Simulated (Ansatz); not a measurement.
## Mg6TlNi, from a guessed structure to a relaxed one

This structure for Mg6TlNi is made up. Its elements were placed in a known structure type with a cell scaled to their sizes. What cell does the guess relax to, and how far off was it?

Calculated with Ansatz 0.2.0; DFT, PBE, plane-wave PAW, files of the set soft_1, scalar-relativistic, ferromagnetic start, cell and ions relaxed at zero pressure; PAW set soft_1, in the first sound run; inputs show where later runs differ.

## 1. Starting point

The structure is orthorhombic, space group Amm2 (No. 38). Conventional cell: a = 4.951 Å, b = 6.368 Å, c = 10.837 Å, α = 90.00°, β = 90.00°, γ = 90.00°. Nearest to Tl lie 10 Mg at 3.04 to 3.23 Å and 2 Ni at 3.18 Å. Nearest to Ni lie 10 Mg at 3.01 to 3.19 Å and 2 Tl at 3.18 Å. Nearest to Mg lie 2 Tl at 3.04 Å and 10 Mg at 3.05 to 3.20 Å. Nearest to Mg lie 10 Mg at 3.00 to 3.29 Å and 2 Ni at 3.04 Å. Nearest to Mg lie 8 Mg at 3.00 to 3.36 Å and 2 Ni at 3.01 Å and 2 Tl at 3.11 Å. Mg has 8 Mg at 3.05 to 3.26 Å and 2 Tl at 3.05 to 3.23 Å and 2 Ni at 3.10 to 3.19 Å nearest. Farther neighbours are not listed.

## 2. Relaxing cell and atoms

The guessed cell has no reason to be at equilibrium. It is relaxed with the atoms, within the space group of the guess.

The input, input.yaml:

```yaml
crystal:
  lattice:
    - [4.951, 0.0, 0.0]
    - [0.0, 3.184, 5.4185]
    - [0.0, -3.184, 5.4185]
  atoms:
    - { symbol: Tl, position: [0.5, 0.3329, 0.3329] }
    - { symbol: Ni, position: [0.5, 0.8339, 0.8339], spin: 1.0 }
    - { symbol: Mg, position: [0.0, 0.1701, 0.1701] }
    - { symbol: Mg, position: [0.0, 0.6706, 0.6706] }
    - { symbol: Mg, position: [0.0, 0.6735, 0.1465] }
    - { symbol: Mg, position: [0.0, 0.1465, 0.6735] }
    - { symbol: Mg, position: [0.5, 0.8461, 0.3349] }
    - { symbol: Mg, position: [0.5, 0.3349, 0.8461] }
magnetization:
  spin_polarized: true
kpoints:
  mp_grid: { grid: [6, 5, 5] }
scf:
  occupations: { method: fermi_dirac, width: 0.05 }
hamiltonian:
  xc: pbe
  pseudopotentials: { kind: paw, azcp: { folder: soft_1 } }
relax:
  f_tol: 0.015
  max_steps: 70
  cell: {}
output:
  forces: true
  stress: true
```

Started as:

```sh
$ ansatz run input.yaml --threads 4 --pin off --max-ram 10240MiB --backend cpu --events-out ev --progress --plain --runs-dir out
```

Numbers of over 12 decimals in the logs are rounded to 6 here.

Log:

```text
Engine: ansatz 0.2.0, x86_64-unknown-linux-gnu
Pseudopotentials: kind: paw
Pseudopotential: Tl, paw, valence charge 13, recommended cutoff 420 eV (normal), soft_1/Tl.paw.azcp
Pseudopotential: Ni, paw, valence charge 18, recommended cutoff 420 eV (normal), soft_1/Ni.paw.azcp
Pseudopotential: Mg, paw, valence charge 10, recommended cutoff 420 eV (normal), soft_1/Mg.paw.azcp
Functional definition: PBE
  parameter kappa = 0.804
  parameter beta = 0.066725
  exchange = pbe_x(kappa = kappa, mu = beta*pi^2/3)
  correlation = pbe_c(beta = beta)
Crystal: 8 atoms, lattice volume = 170.834 Å³
Basis set: ecut = 420 eV, 3369 PW (Γ), exchange–correlation on 72×90×90 points (8 copies of the dense FFT grid, shifted against one another)
Bands: 56, of which v1, the nominal top of the filled ones, is band 46 counted from 1 (45 counted from 0)
Symmetry: 4 space group operations
Space group: Amm2 (ITA 38), of the structure as read, at distance tolerance 5.5e-5 Å
Magnetic group: BNS 38.187 (UNI 285), of the structure as read, at distance tolerance 5.5e-5 Å
k-points: 36 of 150 (time reversal used)
Non-local potential: Tl, projectors of the file, l = 0: 2, l = 1: 2, l = 2: 2, l = 3: 1
Non-local potential: Ni, projectors of the file, l = 0: 3, l = 1: 2, l = 2: 3, l = 3: 1
Non-local potential: Mg, projectors of the file, l = 0: 3, l = 1: 2, l = 2: 1
PAW form: soft (Blöchl's): semilocal exchange-correlation on the pseudo side does not see the compensation charge
PAW one-centre angular grid: Tl, 590 points (default); XC on 64 Gauss nodes
PAW one-centre angular grid: Ni, 590 points (default); XC on 64 Gauss nodes
PAW one-centre angular grid: Mg, 110 points (default); XC on 64 Gauss nodes
Initial density: superposition of atomic densities (chi_scale 0.1, normalization cell, long waves kept (reshape's long-wave potential 0.03 eV rms))
Starting moments: Σ|m| = 1 μB on 1 of 8 sites
Initial wavefunctions: pseudopotential atomic-orbital guess
Functional: x = pbe(κ = 0.804, μ = 0.219515), c = pbe(β = 0.066725)
SCF iter   1: F=—  HF=-28828.850471 eV  |F-HF|=—  |Δ(HF+E_count)|=         —  Δρ=3.38e-2 (↑3.38e-2 ↓3.27e-2)  dr2=6.74e0  dr2_m=1.57e-2  M=0.673 μB ∫|m|=1.175 μB  β_m=0.30  ethr=3.10e-3  ⟨swp⟩=8.4  Hψ=16532  notcnv=0  defer=21
Mixer restart at iter 1: flushing history
preconditioner: auto → Kerker (q_TF=auto, 2.456 Å⁻¹)  [metal: Δε(μ)=0.004 eV  Ē_g=7.903 eV  σ=0.050 eV  W_gap=0.02  n_scr=44 (ndim 8)  ℏωp=16.8 eV  f_vac=0.000  D(μ)=5.16/eV (n_scr^D=32)]
spin=Collinear: Kerker preconditioning applied to the charge; magnetization (m = ρ↑ − ρ↓) channel mixes plain (no charge-response kernel on spin).
SCF iter   2: F=—  HF=-28827.275498 eV  |F-HF|=—  |Δ(HF+E_count)|=    1.57e0  Δρ=1.60e-2 (↑8.85e-3 ↓1.60e-2)  dr2=4.96e-1  dr2_m=4.78e-2  M=0.520 μB ∫|m|=1.019 μB  β_m=0.28  ethr=3.10e-3  ⟨swp⟩=2.1  Hψ=8544  notcnv=0  defer=185
SCF iter   3: F=—  HF=-28827.595023 eV  |F-HF|=—  |Δ(HF+E_count)|=   3.20e-1  Δρ=1.09e-2 (↑6.43e-3 ↓1.09e-2)  dr2=2.40e-1  dr2_m=5.89e-2  M=0.479 μB ∫|m|=0.972 μB  β_m=0.50  ethr=5.45e-4  ⟨swp⟩=2.0  Hψ=8025  notcnv=0  defer=184
SCF iter   4: F=—  HF=-28828.320839 eV  |F-HF|=—  |Δ(HF+E_count)|=         —  Δρ=3.36e-2 (↑8.80e-3 ↓3.36e-2)  dr2=9.68e-1  dr2_m=6.85e-1  M=0.096 μB ∫|m|=0.309 μB  β_m=0.64  ethr=2.63e-4  ⟨swp⟩=2.1  Hψ=7886  notcnv=0  defer=184
Mixer restart at iter 4: flushing history
SCF iter   5: F=—  HF=-28828.844821 eV  |F-HF|=—  |Δ(HF+E_count)|=   5.24e-1  Δρ=2.29e-2 (↑2.29e-2 ↓4.67e-3)  dr2=5.24e-1  dr2_m=1.70e-1  M=0.065 μB ∫|m|=0.218 μB  β_m=0.64  ethr=2.63e-4  ⟨swp⟩=3.2  Hψ=8814  notcnv=0  defer=184
SCF iter   6: F=—  HF=-28828.714013 eV  |F-HF|=—  |Δ(HF+E_count)|=   1.31e-1  Δρ=2.60e-2 (↑1.01e-2 ↓2.60e-2)  dr2=1.67e0  dr2_m=1.01e-1  M=0.019 μB ∫|m|=0.111 μB  β_m=0.44  ethr=2.63e-4  ⟨swp⟩=3.5  Hψ=9341  notcnv=0  defer=194
SCF iter   7: F=—  HF=-28828.607272 eV  |F-HF|=—  |Δ(HF+E_count)|=   1.07e-1  Δρ=2.99e-3 (↑2.99e-3 ↓1.39e-3)  dr2=1.90e-2  dr2_m=4.76e-3  M=0.005 μB ∫|m|=0.048 μB  β_m=0.77  ethr=2.63e-4  ⟨swp⟩=3.1  Hψ=8901  notcnv=0  defer=204
SCF iter   8: F=—  HF=-28828.605101 eV  |F-HF|=—  |Δ(HF+E_count)|=   2.17e-3  Δρ=2.89e-3 (↑2.87e-3 ↓2.89e-3)  dr2=4.05e-2  dr2_m=5.38e-6  M=-0.000 μB ∫|m|=0.007 μB  β_m=0.77  ethr=2.09e-5  ⟨swp⟩=2.0  Hψ=8356  notcnv=0  defer=200
SCF iter   9: F=—  HF=-28828.608054 eV  |F-HF|=—  |Δ(HF+E_count)|=   2.95e-3  Δρ=6.18e-4 (↑6.18e-4 ↓5.64e-4)  dr2=1.98e-3  dr2_m=2.46e-6  M=-0.000 μB ∫|m|=0.005 μB  β_m=0.75  ethr=2.09e-5  ⟨swp⟩=2.0  Hψ=5146  notcnv=0  defer=200
SCF iter  10: F=—  HF=-28828.607990 eV  |F-HF|=—  |Δ(HF+E_count)|=   6.44e-5  Δρ=7.30e-5 (↑6.88e-5 ↓7.30e-5)  dr2=5.20e-5  dr2_m=9.78e-7  M=-0.000 μB ∫|m|=0.002 μB  β_m=0.87  ethr=2.17e-6  ⟨swp⟩=2.0  Hψ=4684  notcnv=0  defer=200
SCF iter  11: F=—  HF=-28828.607978 eV  |F-HF|=—  |Δ(HF+E_count)|=   1.13e-5  Δρ=4.08e-5 (↑4.08e-5 ↓1.31e-5)  dr2=2.76e-6  dr2_m=6.77e-7  M=0.000 μB ∫|m|=0.000 μB  β_m=0.94  ethr=5.71e-8  ⟨swp⟩=2.0  Hψ=5909  notcnv=0  defer=200
SCF iter  12: F=—  HF=-28828.607978 eV  |F-HF|=—  |Δ(HF+E_count)|=   1.75e-7  Δρ=9.31e-6 (↑2.60e-6 ↓9.31e-6)  dr2=1.88e-7  dr2_m=2.99e-8  M=-0.000 μB ∫|m|=0.000 μB  β_m=0.96  ethr=3.04e-9  ⟨swp⟩=2.0  Hψ=7006  notcnv=0  defer=200
SCF iter  13: F=—  HF=-28828.607978 eV  |F-HF|=—  |Δ(HF+E_count)|=   4.28e-8  Δρ=7.29e-6 (↑7.29e-6 ↓3.42e-6)  dr2=1.74e-7  dr2_m=6.09e-9  M=-0.000 μB ∫|m|=0.000 μB  β_m=0.98  ethr=2.07e-10  ⟨swp⟩=2.0  Hψ=6975  notcnv=0  defer=200
SCF iter  14: F=—  HF=-28828.607978 eV  |F-HF|=—  |Δ(HF+E_count)|=   1.66e-8  Δρ=5.34e-6 (↑5.34e-6 ↓3.39e-6)  dr2=1.13e-7  dr2_m=1.50e-9  M=-0.000 μB ∫|m|=0.000 μB  β_m=0.99  ethr=1.91e-10  ⟨swp⟩=1.4  Hψ=4086  notcnv=0  defer=200
SCF iter  15: F=—  HF=-28828.607978 eV  |F-HF|=—  |Δ(HF+E_count)|=   3.98e-9  Δρ=2.49e-7 (↑1.07e-7 ↓2.49e-7)  dr2=2.02e-10  dr2_m=3.33e-11  M=-0.000 μB ∫|m|=0.000 μB  β_m=0.99  ethr=1.24e-10  ⟨swp⟩=2.0  Hψ=4569  notcnv=0  defer=200
SCF iter  16: F=-28828.607978 eV  HF=-28828.607978 eV  |F-HF|=4.87e-10  |Δ(HF+E_count)|=  1.82e-11  Δρ=2.93e-7 (↑2.85e-7 ↓2.93e-7)  dr2=5.46e-10  dr2_m=6.92e-14  M=-0.000 μB ∫|m|=0.000 μB  ethr=1.00e-12  ⟨swp⟩=1.0  Hψ=8671  notcnv=0
WARN: the starting moments were not kept: the SCF closed with an absolute magnetisation of 1.0e-6 μB, where they sum to 1 μB in size (1 site). That is at most 0.1 of that sum. Measured as dr2_m measures the in/out step, that magnetisation stands 1.7e-13 eV from none, at or under the dr2_threshold of 1.0e-7 eV: it is no larger than a step whose dr2_m would equal this threshold. The system may hold no moment; this SCF  [...]
[...]
relax step   3: F+E_penalty+E_count = -28828.68891646 eV  Δ(F+E_penalty+E_count) = -5.664e-3 eV  max|allowed force component| = 2.257e-2 eV/Å  Δτ_max = 0.0227 Å  P = -0.006 GPa  Ω = 164.373 Å³  energy of the carried Pulay correction = +5.671e-4 eV  (7 SCF iters, dr2 threshold 8.00e-7 eV, accepted)
[...]
relax step   4: F+E_penalty+E_count = -28828.68922722 eV  Δ(F+E_penalty+E_count) = -3.108e-4 eV  max|allowed force component| = 1.647e-2 eV/Å  Δτ_max = 0.0089 Å  P = +0.000 GPa  Ω = 164.347 Å³  energy of the carried Pulay correction = +5.693e-4 eV  (9 SCF iters, dr2 threshold 3.18e-8 eV, accepted)
[...]
relax step   5: F+E_penalty+E_count = -28828.68956306 eV  Δ(F+E_penalty+E_count) = -3.358e-4 eV  max|allowed force component| = 7.547e-3 eV/Å  Δτ_max = 0.0228 Å  P = +0.014 GPa  Ω = 164.341 Å³  energy of the carried Pulay correction = +5.699e-4 eV  (8 SCF iters, dr2 threshold 1.69e-8 eV, accepted)
Initial wavefunctions: pseudopotential atomic-orbital guess (no wavefunctions were taken with the density)
iter 1 solved again at ethr=2.07e-8 eV; its pass at ethr=3.10e-3 eV (dr2=1.88e-5 eV) is discarded
SCF iter   1: F=—  HF=-28828.688938 eV  |F-HF|=—  |Δ(HF+E_count)|=         —  Δρ=3.64e-5 (↑3.63e-5 ↓3.64e-5)  dr2=6.32e-6  dr2_m=1.25e-12  M=-0.000 μB ∫|m|=0.000 μB  β_m=0.65  ethr=2.07e-8  ⟨swp⟩=3.8  Hψ=29242  notcnv=0
preconditioner: auto → Kerker (q_TF=auto, 2.011 Å⁻¹)  [metal: Δε(μ)=0.022 eV  Ē_g=8.125 eV  σ=0.050 eV  W_gap=0.11  n_scr=22 (ndim 8)  ℏωp=17.1 eV  f_vac=0.000  D(μ)=2.59/eV (n_scr^D=8)]
spin=Collinear: Kerker preconditioning applied to the charge; magnetization (m = ρ↑ − ρ↓) channel mixes plain (no charge-response kernel on spin).
SCF iter   2: F=—  HF=-28828.688910 eV  |F-HF|=—  |Δ(HF+E_count)|=   2.74e-5  Δρ=8.33e-6 (↑8.33e-6 ↓8.32e-6)  dr2=1.71e-7  dr2_m=4.58e-13  M=-0.000 μB ∫|m|=0.000 μB  β_m=0.55  ethr=6.94e-9  ⟨swp⟩=2.0  Hψ=4594  notcnv=0
SCF iter   3: F=—  HF=-28828.688911 eV  |F-HF|=—  |Δ(HF+E_count)|=   5.27e-7  Δρ=9.01e-6 (↑8.99e-6 ↓9.01e-6)  dr2=3.14e-7  dr2_m=1.40e-13  M=-0.000 μB ∫|m|=0.000 μB  β_m=0.48  ethr=1.88e-10  ⟨swp⟩=2.0  Hψ=7360  notcnv=0
SCF iter   4: F=—  HF=-28828.688911 eV  |F-HF|=—  |Δ(HF+E_count)|=   1.82e-7  Δρ=5.54e-6 (↑5.54e-6 ↓5.53e-6)  dr2=1.28e-7  dr2_m=7.32e-14  M=-0.000 μB ∫|m|=0.000 μB  β_m=0.63  ethr=1.88e-10  ⟨swp⟩=2.0  Hψ=7334  notcnv=0
SCF iter   5: F=—  HF=-28828.688911 eV  |F-HF|=—  |Δ(HF+E_count)|=   3.75e-7  Δρ=6.70e-6 (↑6.70e-6 ↓6.69e-6)  dr2=2.50e-7  dr2_m=2.88e-14  M=-0.000 μB ∫|m|=0.000 μB  β_m=0.81  ethr=1.41e-10  ⟨swp⟩=2.0  Hψ=4494  notcnv=0
SCF iter   6: F=—  HF=-28828.688911 eV  |F-HF|=—  |Δ(HF+E_count)|=   2.94e-7  Δρ=6.22e-6 (↑6.22e-6 ↓6.21e-6)  dr2=2.34e-7  dr2_m=2.46e-14  M=-0.000 μB ∫|m|=0.000 μB  β_m=0.91  ethr=1.41e-10  ⟨swp⟩=2.0  Hψ=4648  notcnv=0
SCF iter   7: F=—  HF=-28828.688912 eV  |F-HF|=—  |Δ(HF+E_count)|=   3.17e-7  Δρ=1.68e-6 (↑1.68e-6 ↓1.68e-6)  dr2=1.64e-8  dr2_m=2.00e-14  M=-0.000 μB ∫|m|=0.000 μB  β_m=0.95  ethr=1.41e-10  ⟨swp⟩=2.0  Hψ=7360  notcnv=0
SCF iter   8: F=—  HF=-28828.688912 eV  |F-HF|=—  |Δ(HF+E_count)|=   1.41e-8  Δρ=4.02e-8 (↑4.02e-8 ↓4.00e-8)  dr2=7.97e-12  dr2_m=1.71e-15  M=-0.000 μB ∫|m|=0.000 μB  β_m=0.92  ethr=1.80e-11  ⟨swp⟩=2.0  Hψ=7358  notcnv=0
SCF iter   9: F=—  HF=-28828.688912 eV  |F-HF|=—  |Δ(HF+E_count)|=  1.09e-11  Δρ=1.38e-8 (↑1.38e-8 ↓1.35e-8)  dr2=1.37e-12  dr2_m=1.51e-16  M=-0.000 μB ∫|m|=0.000 μB  β_m=0.96  ethr=1.00e-12  ⟨swp⟩=1.2  Hψ=4055  notcnv=0
SCF iter  10: F=-28828.688912 eV  HF=-28828.688912 eV  |F-HF|=2.91e-11  |Δ(HF+E_count)|=  1.46e-11  Δρ=6.20e-8 (↑6.19e-8 ↓6.20e-8)  dr2=2.51e-11  dr2_m=3.10e-18  M=0.000 μB ∫|m|=0.000 μB  ethr=1.00e-12  ⟨swp⟩=2.4  Hψ=11696  notcnv=0
the starting moments were not kept: the SCF closed with an absolute magnetisation of 3.0e-9 μB, where they sum to 1 μB in size (1 site). That is at most 0.1 of that sum. Measured as dr2_m measures the in/out step, that magnetisation stands 2.8e-18 eV from none, at or under the dr2_threshold of 8.0e-11 eV: it is no larger than a step whose dr2_m would equal this threshold.
SCF 6 converged in 10 iterations: F = -28828.688912 eV  dr2 = 2.51e-11
relax step   6: F+E_penalty+E_count = -28828.68891152 eV  Δ(F+E_penalty+E_count) = +6.515e-4 eV  max|allowed force component| = 7.551e-3 eV/Å  Δτ_max = 0.0000 Å  P = +0.017 GPa  Ω = 164.341 Å³  stress off target by 2.77e-2 GPa  SCF on the basis re-selected at this cell (its energy is not comparable with the rows above)  (10 SCF iters)
basis re-selected at this cell: Δ(F+E_penalty+E_count) = +6.515e-4 eV, ΔP = +0.003 GPa vs the last step (what re-selecting the basis moved, of the pressure what is left beyond the Pulay correction that the steps carried, after the strain that the cell walked since its last selection, with what the two solves' SCF thresholds leave and, on support functions, any second-order correction that the steps lacked; it is no m [...]
SCF converged after 10 iterations
Magnetization: 0.0000 μB (45.5000 up, 45.5000 down)
Absolute magnetization: 0.0000 μB (∫|ρ↑−ρ↓|, with the PAW one-centre terms)
Spin contamination: 0.0000 ħ² per cell (⟨S²⟩ above its minimum at these occupations)
Per-site moments (μB) at R_I (Å): [(1.7192461745374334e-11, 1.264595), (9.195117553469511e-10, 1.225074), (1.405660948075823e-10, 1.254965), (-1.400081217454307e-10, 1.210705), (-8.116234019785254e-11, 1.210685), (-8.11623142803946e-11, 1.210685), (-4.813579552961671e-11, 1.236388), (-4.8136236612414366e-11, 1.236388)]
Free energy (F): -28828.688912 eV
Harris-Foulkes:  -28828.688912 eV  (|F-HF|=2.91e-11)
Internal energy: -28828.668702 eV  (E = F + TS)
E sigma→0 (E₀):  -28828.678807 eV
Entropy (-TS):   -0.020210 eV (-2.526 meV/atom)
Fermi energy:    7.874980 eV
--- Per-component energies (eV) ---
  E_band       = -2491.980959
  E_kinetic    = 1024.647961
  E_local      = -14898.520783  (includes V_loc(G=0)·N_el)
  E_nonlocal   = 1371.234473
  E_hartree    = 5796.024631
  E_xc         = -454.309181
  E_vxc        = -469.794193  (∫ρ·V_xc dr)
  E_paw        = -13654.756656  (= ΣΔE_a)
  E_vpaw       = -1111.597190  (= ΣTr[D̂ρ^β])
  E_aug_tail   = -0.000045  (compensation charges beyond the density's cutoff)
  E_ewald      = -8012.989102
  E_smearing   = -0.020210  (= −TS)
  E_closure    = -0.000000  (closes the sum)
  Σ components = -28828.688912   (vs F -28828.688912, Δ=0.00e0)
--- Forces (eV/Å), atoms counted from 1 ---
  atom   1  Tl     0.00000000     0.00000000    -0.00181261
  atom   2  Ni     0.00000000     0.00000000    -0.00284280
  atom   3  Mg    -0.00000000     0.00000000     0.00428515
  atom   4  Mg    -0.00000000     0.00000000     0.00073443
  atom   5  Mg    -0.00000000    -0.00092400    -0.00755116
  atom   6  Mg    -0.00000000     0.00092400    -0.00755116
  atom   7  Mg     0.00000000    -0.00210153     0.00736916
  atom   8  Mg     0.00000000     0.00210153     0.00736916
  max |Σ_I F_I| component: 1.84e-7 eV/Å
--- Stress (GPa, compression-positive) ---
        0.004175       0.000000       0.000000
        0.000000       0.019840      -0.000000
        0.000000      -0.000000       0.027666
  P = ⅓ Tr σ = 0.0172 GPa (0.172 kbar)
--- Relaxed structure (5 steps of the walk, 5 accepted, 1 SCFs on fresh bases) ---
  F+E_penalty+E_count = -28828.68891152 eV   max|allowed force component| = 7.551e-3 eV/Å   (the final SCF, on the basis selected at the relaxed cell)
  cell:  # Å, volume = 164.3413 Å³
    - [4.928168, 0.0, 0.0]
    - [0.0, 3.146531, 5.299065]
    - [0.0, -3.146531, 5.299065]
  atoms:
    - { symbol: Tl, position: [0.5, 0.337474, 0.337474] }
    - { symbol: Ni, position: [0.5, 0.829698, 0.829698] }
    - { symbol: Mg, position: [0, 0.165375, 0.165375] }
    - { symbol: Mg, position: [0, 0.673270, 0.673270] }
    - { symbol: Mg, position: [0, 0.679915, 0.146301] }
    - { symbol: Mg, position: [0, 0.146301, 0.679915] }
    - { symbol: Mg, position: [0.5, 0.836194, 0.340273] }
    - { symbol: Mg, position: [0.5, 0.340273, 0.836194] }
```

It took 60 s on 4 threads of INTEL XEON PLATINUM 8581C at 2.30GHz (Emerald Rapids), shared host; peak memory 0.9 GiB; 3.5 min of CPU time.

Step by step:

```
step  energy less that of the first step (eV)  largest force component (eV/Å)  pressure (GPa)  volume (Å³)
   1                                   0.0000                          0.3118           -1.48       170.83
   2                                  -0.0753                          0.1447            0.08       164.06
   3                                  -0.0809                          0.0226           -0.01       164.37
   4                                  -0.0812                          0.0165            0.00       164.35
   5                                  -0.0816                          0.0075            0.01       164.34
  6*                                  -0.0809                          0.0076            0.02       164.34
```

Relaxation steps marked * repeat the geometry before them on a plane-wave basis chosen anew for their cell, so energy and pressure can jump there.

Forces are held to the 4 operations that the run works with; a distortion that breaks them can't arise in this run.

```
conventional cell, symmetrised  before   after  change
                         a (Å)   4.951   4.928  -0.5 %
                         b (Å)   6.368   6.293  -1.2 %
                         c (Å)  10.837  10.598  -2.2 %
              volume (Å³/atom)   21.35   20.54  -3.8 %
```

The atoms that moved most (Å, as changes of fractional coordinates times the final cell):

```
atom     dx      dy      dz  length
 Mg7  0.000  -0.048  -0.024   0.054
 Mg8  0.000   0.048  -0.024   0.054
 Mg3  0.000   0.000  -0.050   0.050
 Tl1  0.000   0.000   0.048   0.048
 Ni2  0.000   0.000  -0.045   0.045
 Mg5  0.000   0.021   0.033   0.039
 Mg6  0.000  -0.021   0.033   0.039
 Mg4  0.000   0.000   0.028   0.028
```

This step gave:

| Item | Value |
| --- | --- |
| free energy | -28828.6889 eV |
| energy at zero smearing | -28828.6788 eV |
| smearing term TS | 0.02021 eV |
| Fermi energy | 7.875 eV |
| electrons | 91 |
| symmetry operations | 4 |
| pressure | 0.01723 GPa |

Shortest distances by pair of elements, guess and relaxed (not always the same contact):

```
 pair  guess (Å)  relaxed (Å)
Mg–Mg      3.000        2.935
Mg–Ni      3.013        2.970
Mg–Tl      3.040        3.066
Ni–Tl      3.184        3.148
Tl–Tl      4.951        4.928
```

The relaxation ends with a largest force component of 0.0076 eV/Å and a pressure of 0.02 GPa. No moment survives the cycle: this start ends non-magnetic.

(Part 1 of 2 ends here.)

[Logs are printed without paths, hosts, clocks, repeated set-up lines and the standing remarks that a program may print on its own settings, such as how far it seeks lower states.]

[Hosts, paths, dates, database ids (printed as entryN), source tags and the programs' standing remarks are cut or masked in the printed files.]
